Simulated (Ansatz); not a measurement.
HfC (Fm-3m): Drude plasma energy against volume

The cell of HfC (Fm-3m) is scaled evenly and the response computed anew at each volume, on one mesh.

The structure is cubic, space group Fm-3m (No. 225). Conventional cell: a = 4.650 Å, b = 4.650 Å, c = 4.650 Å, α = 90.00°, β = 90.00°, γ = 90.00°. Hf on site b has 6 C at 2.33 Å as nearest neighbours. C on site a has 6 Hf at 2.33 Å as nearest neighbours.

Method: Ansatz 0.2.0, PBE, independent particles, k-mesh 16×16×16 with interpolation inside its cells, Gaussian parameter 0.1 eV.

Launch of the response step: `ansatz run input.yaml --threads 4 --pin off --max-ram 8192MiB --backend cpu --events-out ev --progress --plain --runs-dir out`. The series took 2.0 min in all, on 4 threads of Arm Neoverse V2, on a shared host.

```
V/V₀  V (Å³, primitive cell)  Drude plasma energy (eV)
0.94                   23.63                    3.6121
0.96                   24.13                    3.5994
0.98                   24.63                         ?
1.00                   25.14                    3.5781
1.02                   25.64                    3.5664
1.04                   26.14                    3.5537
1.06                   26.64                    3.5385
```

For small changes the quantity should be close to linear in ln V.

Working, on the rows shown:

| x = ln(V/V₀) | y = Drude plasma energy |
| --- | --- |
| -0.0618754 | 3.6121 |
| -0.040822 | 3.5994 |
| 0 | 3.5781 |
| 0.0198026 | 3.5664 |
| 0.0392207 | 3.5537 |
| 0.0582689 | 3.5385 |

Means: x̄ = 0.0024325, ȳ = 3.5747. Σ(x − x̄)(y − ȳ) = -0.00642, Σ(x − x̄)² = 0.01079. Slope = -0.00642 / 0.01079 = -0.5952; intercept = ȳ − slope · x̄ = 3.5761. The line misses the rows shown by up to 0.003 eV, in a bent pattern, so a parabola y = c₀ + c₁x + c₂x² is fitted. The sums Σx = 0.01459485, Σx² = 0.010820675, Σx³ = -3.8985522e-05, Σx⁴ = 3.1482784e-05, Σy = 21.4482, Σxy = 0.045752437 and Σx²y = 0.038706549 in the three normal equations give c₀ = 3.5782, c₁ = -0.602, c₂ = -1.123; the parabola misses the rows by at most 0.0015 eV.

Q: What does the fit predict for the withheld row, and how well does it do?

A: At x = -0.020203 the parabola gives y = 3.5899 eV. The run gave 3.5889 eV, so the interpolation is off by 0.00099 eV, 1.3 % of the range in the table.

Between the rows on either side of x = 0 the slope is (3.5664 − 3.5889) / (0.019803 − (-0.020203)) = -0.5624. So d ln ωp/d ln V = -0.16; free electrons would give −0.50. The cell comes from an older database entry, whose edges can be off by a per cent or so. The values come from a sum over the points of one k-mesh and carry its error, which is largest for Fermi-surface quantities. Spin-orbit coupling is left out.

[Logs are printed without paths, hosts, clocks, repeated set-up lines and the standing remarks that a program may print on its own settings, such as how far it seeks lower states.]
